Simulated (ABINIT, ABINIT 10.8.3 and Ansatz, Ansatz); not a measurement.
**KCaCl3 (Pm-3m): Bethe-Salpeter spectra with ABINIT**

Aim: the absorption spectrum of KCaCl3 (Pm-3m) with electron-hole interaction, and what each part of the kernel does.

Method: PBEsol and many-body steps on it, plane waves, in ABINIT 10.8.3 and Ansatz 0.2.0.

### Step 1. The starting structure

Symmetry: Pm-3m, No. 221, cubic system. The conventional cell has a = 5.394 Å, b = 5.394 Å, c = 5.394 Å, α = 90.00°, β = 90.00°, γ = 90.00°. Nearest to K lie 12 Cl at 3.81 Å. Nearest to Ca lie 6 Cl at 2.70 Å. Cl has 2 Ca at 2.70 Å and 4 K at 3.81 Å nearest. Farther neighbours and most contacts between anions are not listed.

The cell and positions are those that the Materials Project relaxed with its own functionals (PBE, PBE+U or r2SCAN), kept fixed.

### Step 2. Empty states on the mesh, 2×2×2 mesh, 104 bands

This step: ABINIT 10.8.3; DFT, PBEsol, plane waves, norm-conserving pseudopotentials.

The sums over transitions need many empty states on a uniform mesh; this step solves for them.

The input, run.abi:

```
acell 3*1.0 Angstrom
rprim 
  5.393523000000 0.000000000000 0.000000000000
  0.000000000000 5.393523000000 0.000000000000
  0.000000000000 0.000000000000 5.393523000000
ntypat 3
znucl 19 20 17
natom 5
typat 1 2 3 3 3
xred 
  0.000000000000 0.000000000000 0.000000000000
  0.500000000000 0.500000000000 0.500000000000
  0.000000000000 0.500000000000 0.500000000000
  0.500000000000 0.000000000000 0.500000000000
  0.500000000000 0.500000000000 0.000000000000
pp_dirpath "pseudos"
pseudos "K.upf, Ca.upf, Cl.upf"
ecut 33
ngkpt 2 2 2
nshiftk 1
shiftk 0 0 0
kptopt 1
chksymbreak 0
iscf -2
irdden 1
istwfk *1
nband 104
nbdbuf 8
tolwfr 1e-09
nstep 60
prtvol 0
indata_prefix "in"
outdata_prefix "out"
tmpdata_prefix "tmp"
```

Started as:

```console
$ OMP_NUM_THREADS=1 mpirun -n 4 abinit run.abi > log
```

Numbers of over 12 decimals in the logs are rounded to 6 here.

The log of the run:

```text
.Version 10.8.3 of ABINIT. v10.8.2 released Aug 2026.

 Symmetries : space group Pm -3 m (#221); Bravais cP (primitive cubic)
[... echo of the input left out ...]
== DATASET  1 ==================================================================
-   mpi_nproc: 4, omp_nthreads: 1 (-1 if OMP is not activated)

--- !DatasetInfo
iteration_state: {dtset: 1, }
dimensions: {natom: 5, nkpt: 4, mband: 104, nsppol: 1, nspinor: 1, nspden: 1, mpw: 9627, }
cutoff_energies: {ecut:  33.0, pawecutdg:  -1.0, }
[...]
1.08729    1.08729    1.08729    1.08810    1.08810    1.08810    1.09834    1.09834
   1.11765    1.11765    1.18008    1.18008    1.18008    1.22232    1.22235    1.22364
 prteigrs : prtvol=0 or 1, do not print more k-points.

== END DATASET(S) ==============================================================
================================================================================

 -outvars: echo values of variables after computation  --------
            nband         104
             nkpt           4
          spgroup         221
 [... the other variables as echoed above ...]

 Calculation completed.
```

Elapsed: 61 s, on 4 MPI ranks of Arm Neoverse N1, shared host; peak memory 0.42 GiB.

This step gave:

```
gap                                                           : 4.647 eV
k of the valence top                                          : 0.5, 0.5, 0.5
k of the conduction bottom                                    : 0, 0, 0
least direct gap                                              : 4.936 eV
k points computed                                             : 4
lowest point of the top converged band, above the valence top : 30.00 eV
```

On this mesh the gap is 4.647 eV.

The density comes from a self-consistent run that is not shown.

### Step 3. Screening, 2×2×2 mesh, 96 bands, screening to 98 eV

The RPA dielectric matrix is built and inverted for each q.

This step: RPA screening on PBEsol, plane waves, norm-conserving pseudopotentials.

run.abi, as its differences from that of step 2:

```diff
@@ -23,10 +23,11 @@
 chksymbreak 0
-iscf -2
-irdden 1
 istwfk *1
-nband 104
-nbdbuf 8
-tolwfr 1e-09
-nstep 60
-prtvol 0
+occopt 1
+irdwfk 1
+optdriver 3
+nband 96
+ecuteps 3.6
+inclvkb 2
+awtr 1
+symchi 1
 indata_prefix "in"
```

The log of the run:

```text
.Version 10.8.3 of ABINIT. v10.8.2 released Aug 2026.

 Symmetries : space group Pm -3 m (#221); Bravais cP (primitive cubic)
[... echo of the input left out ...]
== DATASET  1 ==================================================================
-   mpi_nproc: 4, omp_nthreads: 1 (-1 if OMP is not activated)

--- !DatasetInfo
iteration_state: {dtset: 1, }
dimensions: {natom: 5, nkpt: 4, mband: 96, nsppol: 1, nspinor: 1, nspden: 1, mpw: 9627, }
cutoff_energies: {ecut:  33.0, pawecutdg:  -1.0, }
[...]
--------------------------------------------------------------------------------
[... chi0 elements left out ...]
 For q-point:  0.000010 0.000020 0.000030
  dielectric constant =   2.5461
  dielectric constant without local fields =   2.9948

  Average fulfillment of the sum rule on Im[epsilon] for q-point    1 :     54.08  [%]
[... wings left out ...]
  q-point number  2        q = ( 0.500000, 0.000000, 0.000000) [r.l.u.]
--------------------------------------------------------------------------------
[... chi0 elements left out ...]
  Average fulfillment of the sum rule on Im[epsilon] for q-point    2 :     61.76  [%]

 [... 2 further q-points ...]
```

The job ended after 34 s (4 MPI ranks; peak memory 1.1 GiB).

This step gave:

- ε∞ with local fields, on this mesh, along the program's q direction: 2.546
- the same without local fields: 2.995
- plasma frequency: 18.75 eV
- plane waves in the screening matrix: 341

Local fields lower ε∞ by 15 %. On a Γ-centred mesh this coarse the value itself is usually too large, while a short band sum pulls it down.

### Step 4. Self-energy, 2×2×2 mesh, 96 bands, screening to 98 eV

The self-energy is evaluated for the states that the input lists, and the levels follow from it, in one-shot runs by the linearised quasiparticle equation.

This step: G0W0 on PBEsol, plane waves, norm-conserving pseudopotentials.

run.abi, as its differences from that of step 3:

```diff
@@ -26,8 +26,17 @@
 irdwfk 1
-optdriver 3
+optdriver 4
 nband 96
+gwcalctyp 0
+ecutsigx 33
+symsigma 1
+nkptgw 2
+kptgw 
+  0.5000000000 0.5000000000 0.5000000000
+  0.0000000000 0.0000000000 0.0000000000
+bdgw 
+  18 24
+  18 24
 ecuteps 3.6
-inclvkb 2
-awtr 1
-symchi 1
+irdscr 1
+ppmodel 1
 indata_prefix "in"
```

The log of the run:

```text
.Version 10.8.3 of ABINIT. v10.8.2 released Aug 2026.

 Symmetries : space group Pm -3 m (#221); Bravais cP (primitive cubic)
[... echo of the input left out ...]
== DATASET  1 ==================================================================
-   mpi_nproc: 4, omp_nthreads: 1 (-1 if OMP is not activated)

--- !DatasetInfo
iteration_state: {dtset: 1, }
dimensions: {natom: 5, nkpt: 4, mband: 96, nsppol: 1, nspinor: 1, nspden: 1, mpw: 9627, }
cutoff_energies: {ecut:  33.0, pawecutdg:  -1.0, }
[...]
Band     E0 <VxcDFT>   SigX SigC(E0)      Z dSigC/dE  Sig(E)    E-E0       E
[...]
23   5.431 -11.616  -5.726  -2.900   0.845  -0.183  -9.089   2.527   7.958
       24   5.431 -11.616  -5.726  -2.900   0.845  -0.183  -9.089   2.527   7.958

== END DATASET(S) ==============================================================
================================================================================

 -outvars: echo values of variables after computation  --------
           etotal      0.0000000000E+00
            nband          96
             nkpt           4
          spgroup         221
 [... the other variables as echoed above ...]

 Calculation completed.
```

Elapsed: 20 s, on 4 MPI ranks; peak memory 1.2 GiB; 81 s of CPU time.

Numbers from this step:

```
G0W0 gap on the points computed              : 7.041 eV
starting gap on the mesh                     : 4.647 eV
k of the valence top                         : 0.5, 0.5, 0.5
k of the conduction bottom                   : 0, 0, 0
least direct G0W0 gap on the computed points : 7.343 eV
```

The gap on the mesh goes from 4.65 eV to 7.04 eV, a correction of +2.39 eV.

The gap opens by 2.394 eV; the next steps shift the empty bands rigidly by 2.394 eV.

### Step 5. Excitons

Light makes an electron and a hole together. The Bethe-Salpeter equation adds their screened attraction and their exchange, in a window of bands around the gap.

This step: Bethe-Salpeter equation on PBEsol with a scissors shift, plane waves, norm-conserving pseudopotentials.

run.abi, as its differences from that of step 4:

```diff
@@ -26,17 +26,17 @@
 irdwfk 1
-optdriver 4
-nband 96
-gwcalctyp 0
-ecutsigx 33
-symsigma 1
-nkptgw 2
-kptgw 
-  0.5000000000 0.5000000000 0.5000000000
-  0.0000000000 0.0000000000 0.0000000000
-bdgw 
-  18 24
-  18 24
+optdriver 99
+bs_calctype 1
+mbpt_sciss 2.394 eV
+bs_loband 12
+nband 33
+bs_exchange_term 1
+bs_coulomb_term 11
+bs_coupling 0
+bs_algorithm 1
+bs_freq_mesh 0 13 0.1 eV
+zcut 0.15 eV
 ecuteps 3.6
+ecutwfn 16.5
+inclvkb 2
 irdscr 1
-ppmodel 1
 indata_prefix "in"
```

The log of the run:

```text
.Version 10.8.3 of ABINIT. v10.8.2 released Aug 2026.

 Symmetries : space group Pm -3 m (#221); Bravais cP (primitive cubic)
[... echo of the input left out ...]
== DATASET  1 ==================================================================
-   mpi_nproc: 4, omp_nthreads: 1 (-1 if OMP is not activated)

--- !DatasetInfo
iteration_state: {dtset: 1, }
dimensions: {natom: 5, nkpt: 4, mband: 33, nsppol: 1, nspinor: 1, nspden: 1, mpw: 3448, }
cutoff_energies: {ecut:  16.5, pawecutdg:  -1.0, }
electrons: {nelect:   4.00000000E+01, charge:   0.00000000E+00, occopt:   1.00000000E+00, tsmear:   1.00000000E-02, }

 Exciton: Calculation of dielectric properties by solving the Bethe-Salpeter equation
 in frequency domain and reciprocal space on a transitions basis set.
 Based on a program developed by L. Reining, V. Olevano, F. Sottile,
 S. Albrecht, and G. Onida. Incorporated in ABINIT by M. Giantomassi.

.Using double precision arithmetic ; gwpc =  8

[... cell and pseudopotentials left out ...]
--------------------------------------------------------------------------------

 ==== K-mesh for the wavefunctions ====
 Number of points in the irreducible wedge :     4
[... list of points left out ...]
 Together with 48 symmetry operations and time-reversal symmetry
 yields     8 points in the full Brillouin Zone.

 ==== Q-mesh for the screening function ====
 Number of points in the irreducible wedge :     4
[... list of points left out ...]
 Together with 48 symmetry operations and time-reversal symmetry
 yields     8 points in the full Brillouin Zone.

 vcoul_init : cutoff-mode = AUXILIARY_FUNCTION
 q-points for optical limit:   1
     1)      0.000010    0.000020    0.000030
 setmesh: FFT mesh size selected  =    27x   27x   27
          total number of points  =        19683

 ==== Fundamental parameters for the solution of the Bethe-Salpeter equation: ====
 Algorithm: Direct diagonalization.
 Dimension of the v, W matrices,  npweps  = 341
 Cutoff for the wavefunctions,    npwwfn  = 3407
 Number of k-points in the IBZ,   nkibz   = 4
 Highest empty band included,     nband   = 33
 === Spin UP ===
 Number of resonant transitions          936
 Lowest occupied state                   12
 Highest occupied state                  20
 Lowest unoccupied state                 21
 Highest unoccupied state                33
 Minimum frequency [eV]           Emin    =   0.00
 Maximum frequency [eV]           Emax    =  13.00
 Frequency step [eV]              dE      =   0.10
 Lorentzian broadening [eV]       eta     =   0.15
 RPA L0 with KS energies and KS wavefunctions
 Scissors operator energy [eV] =          2.39
 Local fields effects (v term) included
 Excitonic effects (W term) included
 Full W_GG' included
 W is read from an external SCR file
 Resonant-only calculation (Hermitian case)

 Calculating epsilon_Macro(q-->0,w), along the following directions:
 q = (  1.622152  0.000000  0.000000) [r.l.u.]
 q = (  0.000000  1.622152  0.000000) [r.l.u.]
 q = (  0.000000  0.000000  1.622152) [r.l.u.]
 q = (  1.622152  0.000000  0.000000) [r.l.u.]
 q = (  0.000000  1.622152  0.000000) [r.l.u.]
 q = (  0.000000  0.000000  1.622152) [r.l.u.]
 Number of electrons calculated from density =   39.9954; Expected =   40.0000
 average of density, n =  0.037774
 r_s =    1.8489
 omega_plasma =   18.7479 [eV]

. Writing resonant excitonic Hamiltonian on file out_BSR; file size=   0.01 [Gb].
 Direct diagonalization of the resonant excitonic Hamiltonian, Matrix size= 936
. Using LAPACK sequential version.
 Excitonic eigenvalues in eV up to n=   32
   5.93595   5.93597   5.93600   6.14067   6.14077   6.14082   6.49591   6.49609
   6.49618   6.55030   6.55042   6.55055   6.65911   6.65912   6.68929   6.71707
   6.71709   6.72806   6.92253   6.92262   6.92265   6.94513   6.94529   6.94547
   7.26578   7.26585   7.26602   7.29054   7.29292   7.29539   7.36948   7.36952

 First excitonic eigenvalue=    5.94 [eV]
 Last  excitonic eigenvalue=   13.92 [eV]

 GW  direct gap       7.33  0.00 [eV]
 EXC direct gap       5.94  0.00 [eV]
 EXC binding energy   1.39  0.00 [eV]

 Excitonic eigenvalues up to the GW energy gap [eV]
  1 (  5.94  0.00)
  2 (  5.94  0.00)
  3 (  5.94  0.00)
  4 (  6.14  0.00)
  5 (  6.14  0.00)
  6 (  6.14  0.00)
[...]
28 (  7.29  0.00)
 29 (  7.29  0.00)
 30 (  7.30  0.00)

 Macroscopic dielectric function:
 omega [eV] <KS_RPA_nlf>  <GW_RPA_nlf>  <BSE>
   0.0000   2.3143   0.0000   1.9887   0.0000   2.2760   0.0000
   0.1000   2.3145   0.0008   1.9889   0.0003   2.2762   0.0007
   0.2000   2.3153   0.0016   1.9892   0.0006   2.2769   0.0014
   0.3000   2.3166   0.0024   1.9897   0.0010   2.2781   0.0021
   0.4000   2.3185   0.0032   1.9905   0.0013   2.2798   0.0029
   0.5000   2.3209   0.0040   1.9914   0.0016   2.2819   0.0036
   0.6000   2.3238   0.0048   1.9926   0.0019   2.2845   0.0043
   0.7000   2.3273   0.0057   1.9940   0.0023   2.2877   0.0051
   0.8000   2.3314   0.0065   1.9956   0.0026   2.2913   0.0058
   0.9000   2.3360   0.0074   1.9975   0.0029   2.2955   0.0066

 Writing KS-RPA macroscopic dielectric function without local fields to file: out_RPA_NLF_MDF
 Writing GW-RPA macroscopic dielectric function without local fields to file: out_GW_NLF_MDF
 Writing EXC Macroscopic dielectric function to file: out_EXC_MDF

== END DATASET(S) ==============================================================
================================================================================

 -outvars: echo values of variables after computation  --------
           etotal      0.0000000000E+00
            nband          33
             nkpt           4
          spgroup         221
 [... the other variables as echoed above ...]

 Calculation completed.
```

Wall time 91 s (4 MPI ranks); peak memory 0.53 GiB.

This step gave:

- direct gap of the transition levels: 7.330 eV
- transitions in the window: 936
- first strong exciton (over a fiftieth of the strongest listed): 5.936 eV
- lowest state: 5.936 eV
- binding of the lowest state below the direct gap: 1.394 eV
- Coulomb term of one mesh cell: 1.489 eV

The binding is 0.94 times the screened Coulomb term of one mesh cell (1.49 eV), so it is not shown settled.

The lowest state lies at 5.936 eV, 1.394 eV under the direct gap.

Lines within 3 meV are set at the lowest of them, and the highest group, which the list may cut short, is left out. Exciton lines, with heights relative to the strongest:

| position (eV) | lines merged | oscillator strength, relative |
| --- | --- | --- |
| 5.936 | 3 | 100 |
| 6.141 | 3 | 0.0 |
| 6.496 | 3 | 0.0 |
| 6.550 | 3 | 65 |
| 6.659 | 2 | 0.0 |
| 6.689 | 1 | 0.0 |

The ε₂ has structure finer than the step of the table below, so its rows give means over 0.5 eV, whole bins alone (the curve runs from 0 to 13 eV). Peaks (eV: height): BSE 5.90: 5.08, 6.60: 3.70, 7.60: 9.03, 10.20: 2.14; no electron-hole interaction 7.30: 2.00, 8.50: 4.03, 9.70: 6.10, 10.50: 4.11, 11.50: 3.47; Kohn-Sham, no shift 4.90: 1.96, 6.10: 4.08, 7.30: 6.12, 8.10: 4.09, 9.10: 3.45.

Mean over the three Cartesian directions of q; broadening 0.15 eV; transition window only. Limits: finite bands, cutoff and mesh; coarse k mesh; exciton not shown settled in the k mesh. Table of ε₂ by photon energy; means over each step:

| photon energy (eV) | BSE | no electron-hole interaction | Kohn-Sham, no shift |
| --- | --- | --- | --- |
| 0.5 | 0.00360 | 0.00162 | 0.00402 |
| 1.0 | 0.00744 | 0.00328 | 0.00834 |
| 1.5 | 0.0118 | 0.00507 | 0.0133 |
| 2.0 | 0.0170 | 0.00707 | 0.0196 |
| 2.5 | 0.0237 | 0.00936 | 0.0279 |
| 3.0 | 0.0329 | 0.0121 | 0.0404 |
| 3.5 | 0.0465 | 0.0155 | 0.0620 |
| 4.0 | 0.0688 | 0.0198 | 0.112 |
| 4.5 | 0.112 | 0.0257 | 0.381 |
| 5.0 | 0.224 | 0.0341 | 1.31 |
| 5.5 | 0.912 | 0.0474 | 0.808 |
| 6.0 | 3.43 | 0.0719 | 2.90 |
| 6.5 | 2.82 | 0.135 | 1.67 |
| 7.0 | 2.30 | 0.614 | 3.86 |
| 7.5 | 5.90 | 1.17 | 4.32 |
| 8.0 | 3.37 | 1.10 | 3.73 |
| 8.5 | 2.48 | 2.88 | 2.88 |
| 9.0 | 2.19 | 1.95 | 2.99 |
| 9.5 | 1.07 | 4.39 | 2.39 |
| 10.0 | 1.59 | 3.83 | 0.929 |
| 10.5 | 1.49 | 3.70 | 0.760 |
| 11.0 | 0.698 | 2.80 | 0.573 |
| 11.5 | 0.503 | 3.03 | 0.283 |
| 12.0 | 0.536 | 2.06 | 0.107 |
| 12.5 | 0.267 | 0.742 | 0.0517 |

### Step 6. Triplet (no exchange term)

run.abi, as its differences from that of step 5:

```diff
@@ -30,4 +30,4 @@
 bs_loband 12
-nband 33
-bs_exchange_term 1
+nband 28
+bs_exchange_term 0
 bs_coulomb_term 11
@@ -35,3 +35,3 @@
 bs_algorithm 1
-bs_freq_mesh 0 13 0.1 eV
+bs_freq_mesh 0 11 0.1 eV
 zcut 0.15 eV
```

The log of the run:

```text
.Version 10.8.3 of ABINIT. v10.8.2 released Aug 2026.

 Symmetries : space group Pm -3 m (#221); Bravais cP (primitive cubic)
[... echo of the input left out ...]
== DATASET  1 ==================================================================
-   mpi_nproc: 4, omp_nthreads: 1 (-1 if OMP is not activated)

--- !DatasetInfo
iteration_state: {dtset: 1, }
dimensions: {natom: 5, nkpt: 4, mband: 28, nsppol: 1, nspinor: 1, nspden: 1, mpw: 3448, }
cutoff_energies: {ecut:  16.5, pawecutdg:  -1.0, }
electrons: {nelect:   4.00000000E+01, charge:   0.00000000E+00, occopt:   1.00000000E+00, tsmear:   1.00000000E-02, }

 Exciton: Calculation of dielectric properties by solving the Bethe-Salpeter equation
 in frequency domain and reciprocal space on a transitions basis set.
 Based on a program developed by L. Reining, V. Olevano, F. Sottile,
 S. Albrecht, and G. Onida. Incorporated in ABINIT by M. Giantomassi.

.Using double precision arithmetic ; gwpc =  8

[... cell and pseudopotentials left out ...]
--------------------------------------------------------------------------------

 ==== K-mesh for the wavefunctions ====
 Number of points in the irreducible wedge :     4
[... list of points left out ...]
 Together with 48 symmetry operations and time-reversal symmetry
 yields     8 points in the full Brillouin Zone.

 ==== Q-mesh for the screening function ====
 Number of points in the irreducible wedge :     4
[... list of points left out ...]
 Together with 48 symmetry operations and time-reversal symmetry
 yields     8 points in the full Brillouin Zone.

 vcoul_init : cutoff-mode = AUXILIARY_FUNCTION
 q-points for optical limit:   1
     1)      0.000010    0.000020    0.000030
 setmesh: FFT mesh size selected  =    27x   27x   27
          total number of points  =        19683
[...]
average of density, n =  0.037774
 r_s =    1.8489
 omega_plasma =   18.7479 [eV]

. Writing resonant excitonic Hamiltonian on file out_BSR; file size=   0.00 [Gb].
 Direct diagonalization of the resonant excitonic Hamiltonian, Matrix size= 576
. Using LAPACK sequential version.
 Excitonic eigenvalues in eV up to n=   32
   5.87891   5.87891   5.87894   6.06627   6.06640   6.06640   6.40850   6.40850
   6.40863   6.43502   6.43519   6.43519   6.63351   6.63352   6.66846   6.71302
   6.71303   6.73464   6.85340   6.85348   6.85348   6.85703   6.85707   6.85707
   7.07860   7.07861   7.07892   7.32382   7.32385   7.32385   7.35096   7.35097

 First excitonic eigenvalue=    5.88 [eV]
 Last  excitonic eigenvalue=   13.07 [eV]

 GW  direct gap       7.33  0.00 [eV]
 EXC direct gap       5.88  0.00 [eV]
 EXC binding energy   1.45  0.00 [eV]

 Excitonic eigenvalues up to the GW energy gap [eV]
  1 (  5.88  0.00)
  2 (  5.88  0.00)
  3 (  5.88  0.00)
[...]
29 (  7.32  0.00)
 30 (  7.32  0.00)

 Macroscopic dielectric function:
 omega [eV] <KS_RPA_nlf>  <GW_RPA_nlf>  <BSE>
   0.0000   2.1673   0.0000   1.8707   0.0000   2.1863   0.0000
   0.1000   2.1676   0.0007   1.8708   0.0003   2.1865   0.0008
   0.2000   2.1683   0.0015   1.8711   0.0006   2.1873   0.0015
[...]
0.8000   2.1835   0.0062   1.8771   0.0024   2.2026   0.0062
   0.9000   2.1879   0.0070   1.8788   0.0027   2.2070   0.0070

 Writing KS-RPA macroscopic dielectric function without local fields to file: out_RPA_NLF_MDF
 Writing GW-RPA macroscopic dielectric function without local fields to file: out_GW_NLF_MDF
 Writing EXC Macroscopic dielectric function to file: out_EXC_MDF

== END DATASET(S) ==============================================================
================================================================================

 -outvars: echo values of variables after computation  --------
           etotal      0.0000000000E+00
            nband          28
             nkpt           4
          spgroup         221
 [... the other variables as echoed above ...]

 Calculation completed.
```

It took 40 s on 4 MPI ranks; peak memory 0.49 GiB.

The lowest triplet lies at 5.879 eV; without spin-orbit coupling triplets are dark, so no spectrum is read.

(Part 1 of 2 ends here.)

[Paths, hosts, dates, memory and timing lines, banners, echoed tables and standing remarks are left out of the program output.]

[Logs are printed without paths, hosts, clocks, repeated set-up lines and the standing remarks that a program may print on its own settings, such as how far it seeks lower states.]

[Runs of the session that timed out or met a known fault of the program may be left out.]

[Hosts, paths, dates, database ids (printed as entryN), source tags and the programs' standing remarks are cut or masked in the printed files.]

[G0W0 gaps are taken among the corrected bands and points alone; a level outside them can change the order at an edge.]

[Where Ansatz stands beside ABINIT at settings called matched, ABINIT's density can come from a denser mesh and the files from another edition; pairs whose starting gaps differed by over 0.03 eV were left out, so agreement reads better than it is.]
